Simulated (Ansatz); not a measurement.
# Structural relaxation of a frame of liquid K2CO3 from 1100 K (192 atoms), part 2 of 3

How does a frame of liquid K2CO3 from 1100 K (192 atoms) relax, and what do bonds, charges and levels look like afterwards?

Ansatz 0.2.0; Kohn-Sham DFT, revPBE, PAW (set soft_2), plane waves.

The cell: 32 C, 96 O and 64 K. The starting topology of bonds comes from the classical model. Only the Γ point is sampled, in a cell whose shortest periodic width is 16 Å.

So far. Step 2 (Single point at the start): Neighbours are counted within 3.33 Å (O-K), 1.73 Å (O-C).

### Step 3. Cell and atoms relaxed

The cell is relaxed with the atoms, since the starting lattice needn't suit this functional.

Input file input.yaml:

```yaml
crystal:
  lattice:
    - [15.61726, 0.0, 0.0]
    - [0.0, 15.61726, 0.0]
    - [0.0, 0.0, 15.61726]
  atoms:
    [... the 192 atom lines of step 2 ...]
kpoints:
  mp_grid: { grid: [1, 1, 1] }
hamiltonian:
  xc: revpbe
scf:
  occupations: { method: fixed }
output:
  forces: true
relax:
  f_tol: 0.05
  max_steps: 200
  cell: {}
```

Launch:

```sh
$ ansatz run input.yaml --threads 8 --pin off --max-ram 15872MiB --backend cpu --events-out ev --progress --plain --runs-dir out
```

Numbers of over 12 decimals in the logs are rounded to 6 here.

The program printed:

```text
[...]
Crystal: 192 atoms, lattice volume = 3809.031 Å³
Basis set: ecut = 420 eV, 74509 PW (Γ), exchange–correlation on 216×216×216 points (8 copies of the dense FFT grid, shifted against one another)
Bands: 832, of which v1, the nominal top of the filled ones, is band 640 counted from 1 (639 counted from 0)
Symmetry: 1 space group operations
[...]
k-points: 1
[...]
SCF iter   1: F=—  HF=-161329.220120 eV  |F-HF|=—  |Δ(HF+E_count)|=         —  Δρ=4.45e-3  dr2=1.24e0  ethr=1.77e-3  ⟨swp⟩=6.0  Hψ=2628  notcnv=0  defer=190
[...]
SCF iter  11: F=-161329.018770 eV  HF=-161329.018770 eV  |F-HF|=2.83e-8  |Δ(HF+E_count)|=   1.07e-7  Δρ=8.52e-7  dr2=2.65e-8  ethr=7.81e-12  ⟨swp⟩=4.0  Hψ=2340  notcnv=0
SCF 1 converged in 11 iterations: F = -161329.018770 eV  dr2 = 2.65e-8
[...]
relax step   1: F+E_penalty+E_count = -161329.01876956 eV  Δ(F+E_penalty+E_count) = +0.000e0 eV  max|allowed force component| = 1.643e1 eV/Å  Δτ_max = 0.0000 Å  P = +5.656 GPa  Ω = 3809.031 Å³  (11 SCF iters, dr2 threshold 1.00e-7 eV, accepted)
[... from here on, the SCF cycles and remarks between the steps are left out ...]
relax step   2: F+E_penalty+E_count = -161350.44842697 eV  Δ(F+E_penalty+E_count) = -2.143e1 eV  max|allowed force component| = 3.145e0 eV/Å  Δτ_max = 0.1949 Å  P = +0.743 GPa  Ω = 3890.128 Å³  energy of the carried Pulay correction = -1.536e-1 eV  (9 SCF iters, dr2 threshold 1.92e-5 eV, accepted)
relax step   3: F+E_penalty+E_count = -161355.95171923 eV  Δ(F+E_penalty+E_count) = -5.503e0 eV  max|allowed force component| = 2.460e0 eV/Å  Δτ_max = 0.1982 Å  P = -0.733 GPa  Ω = 3895.344 Å³  energy of the carried Pulay correction = -1.633e-1 eV  (8 SCF iters, dr2 threshold 1.92e-5 eV, accepted)
relax step   4: F+E_penalty+E_count = -161359.12411759 eV  Δ(F+E_penalty+E_count) = -3.172e0 eV  max|allowed force component| = 1.980e0 eV/Å  Δτ_max = 0.2000 Å  P = -0.729 GPa  Ω = 3871.585 Å³  energy of the carried Pulay correction = -1.187e-1 eV  (8 SCF iters, dr2 threshold 1.92e-5 eV, accepted)
relax step   5: F+E_penalty+E_count = -161361.86615080 eV  Δ(F+E_penalty+E_count) = -2.742e0 eV  max|allowed force component| = 1.262e0 eV/Å  Δτ_max = 0.1910 Å  P = -0.569 GPa  Ω = 3856.500 Å³  energy of the carried Pulay correction = -9.027e-2 eV  (8 SCF iters, dr2 threshold 1.92e-5 eV, accepted)
relax step   6: F+E_penalty+E_count = -161363.42026147 eV  Δ(F+E_penalty+E_count) = -1.554e0 eV  max|allowed force component| = 1.324e0 eV/Å  Δτ_max = 0.1948 Å  P = -0.143 GPa  Ω = 3845.411 Å³  energy of the carried Pulay correction = -6.929e-2 eV  (8 SCF iters, dr2 threshold 1.92e-5 eV, accepted)
relax step   7: F+E_penalty+E_count = -161364.41444685 eV  Δ(F+E_penalty+E_count) = -9.942e-1 eV  max|allowed force component| = 7.569e-1 eV/Å  Δτ_max = 0.2000 Å  P = -0.094 GPa  Ω = 3853.546 Å³  energy of the carried Pulay correction = -8.469e-2 eV  (7 SCF iters, dr2 threshold 1.92e-5 eV, accepted)
relax step   8: F+E_penalty+E_count = -161365.15492457 eV  Δ(F+E_penalty+E_count) = -7.405e-1 eV  max|allowed force component| = 5.877e-1 eV/Å  Δτ_max = 0.1926 Å  P = -0.170 GPa  Ω = 3865.912 Å³  energy of the carried Pulay correction = -1.080e-1 eV  (7 SCF iters, dr2 threshold 1.92e-5 eV, accepted)
relax step   9: F+E_penalty+E_count = -161365.70069905 eV  Δ(F+E_penalty+E_count) = -5.458e-1 eV  max|allowed force component| = 4.829e-1 eV/Å  Δτ_max = 0.2000 Å  P = -0.159 GPa  Ω = 3871.532 Å³  energy of the carried Pulay correction = -1.186e-1 eV  (7 SCF iters, dr2 threshold 1.92e-5 eV, accepted)
relax step  10: F+E_penalty+E_count = -161366.12854692 eV  Δ(F+E_penalty+E_count) = -4.278e-1 eV  max|allowed force component| = 5.192e-1 eV/Å  Δτ_max = 0.1972 Å  P = -0.144 GPa  Ω = 3877.853 Å³  energy of the carried Pulay correction = -1.305e-1 eV  (7 SCF iters, dr2 threshold 1.46e-5 eV, accepted)
relax step  11: F+E_penalty+E_count = -161366.50936768 eV  Δ(F+E_penalty+E_count) = -3.808e-1 eV  max|allowed force component| = 3.689e-1 eV/Å  Δτ_max = 0.2000 Å  P = -0.101 GPa  Ω = 3883.887 Å³  energy of the carried Pulay correction = -1.419e-1 eV  (7 SCF iters, dr2 threshold 1.68e-5 eV, accepted)
relax step  12: F+E_penalty+E_count = -161366.85306848 eV  Δ(F+E_penalty+E_count) = -3.437e-1 eV  max|allowed force component| = 4.421e-1 eV/Å  Δτ_max = 0.1918 Å  P = -0.092 GPa  Ω = 3890.021 Å³  energy of the carried Pulay correction = -1.534e-1 eV  (8 SCF iters, dr2 threshold 8.51e-6 eV, accepted)
relax step  13: F+E_penalty+E_count = -161367.07573316 eV  Δ(F+E_penalty+E_count) = -2.227e-1 eV  max|allowed force component| = 7.365e-1 eV/Å  Δτ_max = 0.1940 Å  P = -0.015 GPa  Ω = 3892.429 Å³  energy of the carried Pulay correction = -1.579e-1 eV  (7 SCF iters, dr2 threshold 1.22e-5 eV, accepted)
relax step  14: F+E_penalty+E_count = -161367.36509474 eV  Δ(F+E_penalty+E_count) = -2.894e-1 eV  max|allowed force component| = 4.675e-1 eV/Å  Δτ_max = 0.2000 Å  P = -0.022 GPa  Ω = 3898.171 Å³  energy of the carried Pulay correction = -1.686e-1 eV  (7 SCF iters, dr2 threshold 1.92e-5 eV, accepted)
[...]
relax step  53: F+E_penalty+E_count = -161370.27699871 eV  Δ(F+E_penalty+E_count) = -6.597e-4 eV  max|allowed force component| = 1.913e-1 eV/Å  Δτ_max = 0.0763 Å  P = -0.009 GPa  Ω = 3864.638 Å³  energy of the carried Pulay correction = -1.056e-1 eV  (9 SCF iters, dr2 threshold 4.12e-7 eV, accepted)
relax step  54: F+E_penalty+E_count = -161370.28324051 eV  Δ(F+E_penalty+E_count) = -6.242e-3 eV  max|allowed force component| = 1.153e-1 eV/Å  Δτ_max = 0.0247 Å  P = -0.009 GPa  Ω = 3864.766 Å³  energy of the carried Pulay correction = -1.059e-1 eV  (7 SCF iters, dr2 threshold 2.29e-6 eV, accepted)
relax step  55: F+E_penalty+E_count = -161370.26304754 eV  Δ(F+E_penalty+E_count) = +2.019e-2 eV  max|allowed force component| = 1.481e-1 eV/Å  Δτ_max = 0.2000 Å  P = -0.006 GPa  Ω = 3864.117 Å³  energy of the carried Pulay correction = -1.047e-1 eV  (9 SCF iters, dr2 threshold 8.31e-7 eV, rejected (line search))
relax step  56: F+E_penalty+E_count = -161370.28939477 eV  Δ(F+E_penalty+E_count) = -6.154e-3 eV  max|allowed force component| = 5.443e-2 eV/Å  Δτ_max = 0.0974 Å  P = -0.001 GPa  Ω = 3864.726 Å³  energy of the carried Pulay correction = -1.058e-1 eV  (12 SCF iters, accepted)
relax step  57: F+E_penalty+E_count = -161370.29008220 eV  Δ(F+E_penalty+E_count) = -6.874e-4 eV  max|allowed force component| = 2.411e-1 eV/Å  Δτ_max = 0.0756 Å  P = -0.028 GPa  Ω = 3864.864 Å³  energy of the carried Pulay correction = -1.061e-1 eV  (9 SCF iters, dr2 threshold 1.85e-7 eV, accepted)
relax step  58: F+E_penalty+E_count = -161370.29505552 eV  Δ(F+E_penalty+E_count) = -4.973e-3 eV  max|allowed force component| = 1.117e-1 eV/Å  Δτ_max = 0.0285 Å  P = +0.004 GPa  Ω = 3864.294 Å³  energy of the carried Pulay correction = -1.050e-1 eV  (7 SCF iters, dr2 threshold 3.63e-6 eV, accepted)
relax step  59: F+E_penalty+E_count = -161370.29436222 eV  Δ(F+E_penalty+E_count) = +6.933e-4 eV  max|allowed force component| = 1.515e-1 eV/Å  Δτ_max = 0.0387 Å  P = -0.008 GPa  Ω = 3865.049 Å³  energy of the carried Pulay correction = -1.064e-1 eV  (7 SCF iters, dr2 threshold 7.80e-7 eV, accepted)
relax step  60: F+E_penalty+E_count = -161370.29571599 eV  Δ(F+E_penalty+E_count) = -1.354e-3 eV  max|allowed force component| = 5.510e-2 eV/Å  Δτ_max = 0.0090 Å  P = -0.010 GPa  Ω = 3866.279 Å³  energy of the carried Pulay correction = -1.087e-1 eV  (6 SCF iters, dr2 threshold 1.43e-6 eV, accepted)
relax step  61: F+E_penalty+E_count = -161370.29639312 eV  Δ(F+E_penalty+E_count) = -6.771e-4 eV  max|allowed force component| = 4.534e-2 eV/Å  Δτ_max = 0.0163 Å  P = -0.008 GPa  Ω = 3866.558 Å³  energy of the carried Pulay correction = -1.093e-1 eV  (7 SCF iters, dr2 threshold 1.90e-7 eV, accepted)
relax step  62: F+E_penalty+E_count = -161370.46523599 eV  Δ(F+E_penalty+E_count) = -1.688e-1 eV  max|allowed force component| = 4.554e-2 eV/Å  Δτ_max = 0.0000 Å  P = +0.056 GPa  Ω = 3866.558 Å³  stress off target by 1.74e-1 GPa  SCF on the basis re-selected at this cell (its energy is not comparable with the rows above)  (7 SCF iters)
relax step  63: F+E_penalty+E_count = -161370.41465495 eV  Δ(F+E_penalty+E_count) = +5.058e-2 eV  max|allowed force component| = 1.420e-1 eV/Å  Δτ_max = 0.1458 Å  P = -0.031 GPa  Ω = 3887.576 Å³  energy of the carried Pulay correction = -3.955e-2 eV  (10 SCF iters, dr2 threshold 7.54e-8 eV, rejected (line search))
relax step  64: F+E_penalty+E_count = -161370.45760251 eV  Δ(F+E_penalty+E_count) = +7.633e-3 eV  max|allowed force component| = 4.558e-2 eV/Å  Δτ_max = 0.0640 Å  P = +0.005 GPa  Ω = 3882.653 Å³  energy of the carried Pulay correction = -3.018e-2 eV  (12 SCF iters, accepted)
relax step  65: F+E_penalty+E_count = -161370.49228868 eV  Δ(F+E_penalty+E_count) = -3.469e-2 eV  max|allowed force component| = 4.551e-2 eV/Å  Δτ_max = 0.0000 Å  P = +0.011 GPa  Ω = 3882.653 Å³  stress off target by 4.23e-2 GPa  SCF on the basis re-selected at this cell (its energy is not comparable with the rows above)  (6 SCF iters)
[...]
SCF converged after 6 iterations
Free energy (F): -161370.492289 eV
[...]
Internal energy: -161370.492289 eV  (E = F + TS)
E sigma→0 (E₀):  -161370.492289 eV
Fermi energy:    2.717995 eV
[...]
--- Forces (eV/Å), atoms counted from 1 ---
  atom   1  C     -0.00140660    -0.00545329    -0.00525973
  atom   2  O      0.00425106     0.00294854    -0.00522426
  atom   3  O      0.00867080     0.00217094     0.00490900
  atom   4  O     -0.00418697     0.00090136     0.00406001
  atom   5  C     -0.00598739     0.00104788     0.00405603
  atom   6  O      0.00550831     0.00237070     0.00932982
  atom   7  O      0.00185894     0.00600870    -0.01218083
  atom   8  O      0.00291068     0.00429005     0.00130725
  atom   9  C     -0.02919656    -0.00150572    -0.00502350
  atom  10  O      0.01290002    -0.00269050    -0.00444017
  atom  11  O      0.01887636    -0.00198832    -0.00059581
  atom  12  O      0.01322090     0.00559834     0.00257346
  atom  13  C      0.01219019    -0.00047974     0.00277238
  atom  14  O      0.00219672    -0.00252385    -0.00294440
[...]
atom 191  K      0.00003817    -0.00185474     0.00137688
  atom 192  K      0.00426590    -0.00144706    -0.00365477
  max |Σ_I F_I| component: 1.30e-5 eV/Å
--- Stress (GPa, compression-positive) ---
       -0.006917       0.006780      -0.007046
        0.006780      -0.000632       0.002377
       -0.007047       0.002377       0.041282
  P = ⅓ Tr σ = 0.0112 GPa (0.112 kbar)
--- Relaxed structure (63 steps of the walk, 58 accepted, 2 SCFs on fresh bases) ---
  F+E_penalty+E_count = -161370.49228868 eV   max|allowed force component| = 4.551e-2 eV/Å   (the final SCF, on the basis selected at the relaxed cell)
  cell:  # Å, volume = 3882.6528 Å³
    - [15.378484, 0.020320, -0.103201]
    - [0.020320, 15.597500, -0.035312]
    - [-0.103201, -0.035312, 16.187564]
  atoms:
    - { symbol: C, position: [0.211348, 0.618799, 0.770383] }
    - { symbol: O, position: [0.226788, 0.686322, 0.725262] }
    - { symbol: O, position: [0.135261, 0.606792, 0.802484] }
    - { symbol: O, position: [0.273723, 0.561899, 0.781646] }
[...]
- { symbol: K, position: [0.932609, 0.423099, 0.802194] }
```

Run time: 47 min. Hardware: 8 threads of Arm Neoverse V2, shared host; peak memory 6 GiB.

Relaxation path (22 of 65):

```
step  energy less that of the first step (eV)  largest force component (eV/Å)  pressure (GPa)  volume (Å³)
   1                                   0.0000                         16.4304            5.66      3809.03
   4                                 -30.1053                          1.9799           -0.73      3871.59
   7                                 -35.3957                          0.7569           -0.09      3853.55
  10                                 -37.1098                          0.5192           -0.14      3877.85
  13                                 -38.0570                          0.7365           -0.02      3892.43
  16                                 -38.7671                          0.5419           -0.11      3903.07
  19                                 -39.2942                          0.5972           -0.03      3900.96
  22                                 -39.7247                          0.2955           -0.09      3896.14
  25                                 -40.1068                          0.3872           -0.05      3896.80
  28                                 -40.4550                          0.8207           -0.17      3890.26
  31                                 -40.6475                          0.7929           -0.07      3889.57
  35                                 -40.8505                          0.1511           -0.01      3884.03
  38                                 -40.9126                          0.9252           -0.07      3880.31
  41                                 -41.1018                          0.1272           -0.03      3870.38
  44                                 -41.1937                          0.0761            0.00      3863.30
  47                                 -41.2362                          0.0358            0.00      3863.08
  50                                 -41.2512                          0.2815           -0.06      3862.72
  53                                 -41.2582                          0.1913           -0.01      3864.64
  56                                 -41.2706                          0.0544            0.00      3864.73
  59                                 -41.2756                          0.1515           -0.01      3865.05
 62*                                 -41.4465                          0.0455            0.06      3866.56
 65*                                 -41.4735                          0.0455            0.01      3882.65
```

Relaxation steps marked * repeat the geometry before them on a plane-wave basis chosen anew for their cell, so energy and pressure can jump there. Other such steps can lie between the rows shown. Relaxation steps 31, 43, 48, 55, 63 were tried and not accepted.

```
     cell as run  before   after  change
           a (Å)  15.617  15.379  -1.5 %
           b (Å)  15.617  15.598  -0.1 %
           c (Å)  15.617  16.188  +3.7 %
           α (°)   90.00   90.26  +0.3 %
           β (°)   90.00   90.75  +0.8 %
           γ (°)   90.00   89.85  -0.2 %
volume (Å³/atom)   19.84   20.22  +1.9 %
```

The atoms that moved most (Å, as changes of fractional coordinates times the final cell):

```
atom      dx      dy      dz  length
 O18  -0.599   2.203  -0.297   2.303
K132  -0.721  -0.471   1.974   2.154
 O19   0.555   1.801  -0.800   2.047
 O22   0.296  -1.978  -0.184   2.008
O126  -0.356   1.390  -1.268   1.915
 O52  -1.501  -0.717  -0.685   1.799
O120  -1.197  -0.571  -1.197   1.787
K189  -0.114  -1.457  -1.020   1.782
```

The relaxation changed the energy by -216 meV/atom, and atoms moved by 0.98 Å r.m.s., 2.3 Å at most.

### Step 4. Distances and neighbours after relaxation

Bonds before and after, by the cutoffs listed below:

```
pair  bonds before  bonds after  mean before (Å)  mean after (Å)  spread before (Å)  spread after (Å)
 O-K           365          381            2.919           2.886              0.276             0.169
 O-C            96           96            1.277           1.308              0.049             0.006
```

Density 1.89 g/cm³, 20.22 Å³ an atom.

g(r), total and by pair (bins of 0.2 Å):

```
r (Å)  total   O-O   O-K    O-C   K-K   K-C   C-C
 1.20   0.36  0.00  0.00   2.17  0.00  0.00  0.00
 1.40   4.25  0.00  0.00  25.50  0.00  0.00  0.00
 1.60   0.00  0.00  0.00   0.00  0.00  0.00  0.00
 1.80   0.00  0.00  0.00   0.00  0.00  0.00  0.00
 2.00   0.00  0.00  0.00   0.00  0.00  0.00  0.00
 2.20   1.55  6.20  0.00   0.00  0.00  0.00  0.00
 2.40   0.00  0.00  0.00   0.00  0.00  0.00  0.00
 2.60   0.40  0.00  1.21   0.00  0.00  0.00  0.00
 2.80   2.23  0.00  6.67   0.00  0.00  0.00  0.00
 3.00   1.20  0.00  2.79   0.00  0.00  2.40  0.00
 3.20   0.83  0.00  0.59   0.00  0.08  5.61  0.00
 3.40   0.44  0.08  0.37   0.00  0.65  2.02  0.00
 3.60   0.58  0.59  0.41   0.11  0.87  1.62  0.00
 3.80   0.83  0.81  0.38   0.27  2.39  1.66  0.00
 4.00   1.23  1.38  0.77   0.49  2.71  2.22  0.00
 4.20   0.92  1.21  0.78   0.59  1.63  0.60  0.50
 4.40   1.05  1.11  1.23   1.17  1.35  0.12  0.00
 4.60   1.16  1.35  1.15   1.54  1.01  0.29  1.13
 4.80   1.11  1.16  1.04   1.90  0.82  0.29  1.31
 5.00   1.03  1.14  0.80   1.82  0.85  0.48  1.08
 5.20   0.97  1.15  0.65   1.65  0.70  0.36  2.58
 5.40   0.98  1.14  0.70   1.52  0.91  0.29  2.79
 5.60   1.08  1.19  0.91   1.33  1.01  0.72  2.60
 5.80   1.05  1.25  0.80   1.28  1.16  0.72  1.80
 6.00   1.10  1.25  1.16   1.04  0.69  0.91  1.93
 6.20   1.10  1.19  1.14   1.05  0.92  1.13  0.87
 6.40   1.04  1.01  1.18   0.90  0.73  1.35  0.73
 6.60   1.06  0.96  1.10   0.97  0.99  1.48  0.41
```

Bonds by pair of elements; cutoffs follow the first minimum of g(r), held within bounds set by covalent radii, and pairs that aren't listed don't count as bonded:

```
pair A-B  cutoff (Å)  bonds  mean length (Å)  spread (Å)  shortest (Å)  B about A  A about B
     O-K        3.48    381             2.89       0.169          2.58       3.97       5.95
     O-C        1.73     96             1.31       0.006          1.29          1          3
```

How many atoms have how many bonded neighbours:

```
element  mean   3   4   5   6   7
      C     3  32   0   0   0   0
      K  5.95   0   2  18  25  19
      O  4.97   0  22  55  19   0
```

Bond angles (no mean is given where the spread exceeds 20°):

```
angle  count  mean (°)  spread (°)
O-K-O    966         -           -
K-O-K    586         -           -
C-O-K    381         -           -
O-C-O     96       120         0.6
```

Bond length by coordination (bonds to H left out):

```
element  coordination  atoms  mean bond length (Å)
      K             4      2                  2.73
      K             5     18                  2.83
      K             6     25                  2.88
      K             7     19                  2.93
      O             4     22                  2.42
      O             5     55                  2.57
      O             6     19                  2.67
```

For some of the pairs, g(r) has its first main peak near 2.3 Å (O-O), 2.8 Å (O-K), 1.3 Å (O-C), 3.9 Å (K-K) and 3.2 Å (K-C). With the cutoffs above, all C atoms have 3, 39 % of K atoms have 6 and 57 % of O atoms have 5 bonded neighbours.

(Part 2 of 3 ends here.)

[Logs are printed without paths, hosts, clocks, repeated set-up lines and the standing remarks that a program may print on its own settings, such as how far it seeks lower states.]

[Hosts, paths, dates, database ids (printed as entryN), source tags and the programs' standing remarks are cut or masked in the printed files.]
